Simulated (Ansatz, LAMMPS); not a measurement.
**What do other settings change for aqueous Li+ and Br-, 6.2 mol of salt per kg of water at 280 K (203 atoms)?**

Density of this cell: 1.33 g/cm³. The cell holds 203 atoms: 63 O, 126 H, 7 Li and 7 Br. Its edges and angles: a = 12.945 Å, b = 12.945 Å, c = 12.945 Å, α = 90.0°, β = 90.0°, γ = 90.0°. 63 H2O, 7 Li+, 7 Br- placed at random, at 1.33 g/cm³; overlaps pushed apart, then 10 ps at 420 K with Joung-Cheatham ions (J. Phys. Chem. B 112, 9020 (2008)); SPC/E water (Berendsen, Grigera and Straatsma, J. Phys. Chem. 91, 6269 (1987)). Snapshot after 20 ps at 280 K and fixed volume.

Geometry: as built.

Reference run: Kohn-Sham DFT, PBE+D4, PAW (set soft_2), plane waves (Ansatz 0.2.0), cutoff 750 eV, Γ point, fermi-dirac smearing of 0.025 eV.

```
r.m.s. force component                           : 0.524 eV/Å
gap (highest filled to lowest empty level) : 3.923 eV
SCF cycles                                       : 9
time                                             : 11 s on 8 threads of AMD EPYC 9R45, shared host
```

Q: Estimate how much each variant changes the results, and its time and memory.
- support functions medium
- support functions low
- support functions high
- support functions medium, radius 3.35 Å
- support functions medium, radius 3.62 Å
- support functions medium, radius 3.86 Å
- support functions medium, radius 4.14 Å
- support functions medium, radius 4.66 Å
- support functions medium, radius 5.18 Å

Differences are against the run with plane waves at 750 eV (Kohn-Sham DFT, PBE+D4, PAW (set soft_2), plane waves), whose r.m.s. force component is 0.524 eV/Å. Energies are set beside the reference only for runs with its functional, potentials and electron count. Times are for 8 threads of AMD EPYC 9R45, shared host.

| run | Δ force, r.m.s. (meV/Å) | share of r.m.s. force (%) | Δ energy (meV/atom) | Δ gap (eV) | cycles | time | host memory (GiB) |
| --- | --- | --- | --- | --- | --- | --- | --- |
| reference | - | - | - | - | 9 | 11 s | 6.5 |
| support functions medium | 1.87 | 0.357 | -0.687 | 4.0e-4 | 12 | 37 s | 4.9 |
| support functions low | 1.97 | 0.376 | -0.679 | 9.0e-4 | 11 | 34 s | 4.8 |
| support functions high | 1.80 | 0.344 | -0.767 | -1.0e-4 | 17 | 2.7 min | 13 |
| support functions medium, radius 3.35 Å | 1.90 | 0.362 | -0.687 | 6.0e-4 | 12 | 36 s | 4.8 |
| support functions medium, radius 3.62 Å | 1.85 | 0.352 | -0.687 | 5.0e-4 | 12 | 47 s | 5.2 |
| support functions medium, radius 3.86 Å | 1.83 | 0.349 | -0.687 | 5.0e-4 | 12 | 51 s | 5.5 |
| support functions medium, radius 4.14 Å | 1.80 | 0.343 | -0.687 | 4.0e-4 | 12 | 58 s | 6.1 |
| support functions medium, radius 4.66 Å | 1.78 | 0.340 | -0.687 | 4.0e-4 | 12 | 79 s | 7.5 |
| support functions medium, radius 5.18 Å | 1.80 | 0.344 | -0.687 | 5.0e-4 | 12 | 1.9 min | 9.4 |

Among numerical settings the force difference runs from 1.8 meV/Å (support functions medium, radius 4.66 Å) to 2.0 meV/Å (support functions low). At 203 atoms the fastest of the runs at a preset level, support functions low, takes 3.1 times the time of plane waves, in 11 SCF cycles against 9. Differences between support functions and plane waves include what basis error the plane-wave run still has. As the radius goes from 3.35 to 5.18 Å, the force difference goes from 1.9 to 1.8 meV/Å, and the time from 36 s to 1.9 min. 

[Logs are printed without paths, hosts, clocks, repeated set-up lines and the standing remarks that a program may print on its own settings, such as how far it seeks lower states.]

[Hosts, paths, dates, database ids (printed as entryN), source tags and the programs' standing remarks are cut or masked in the printed files.]
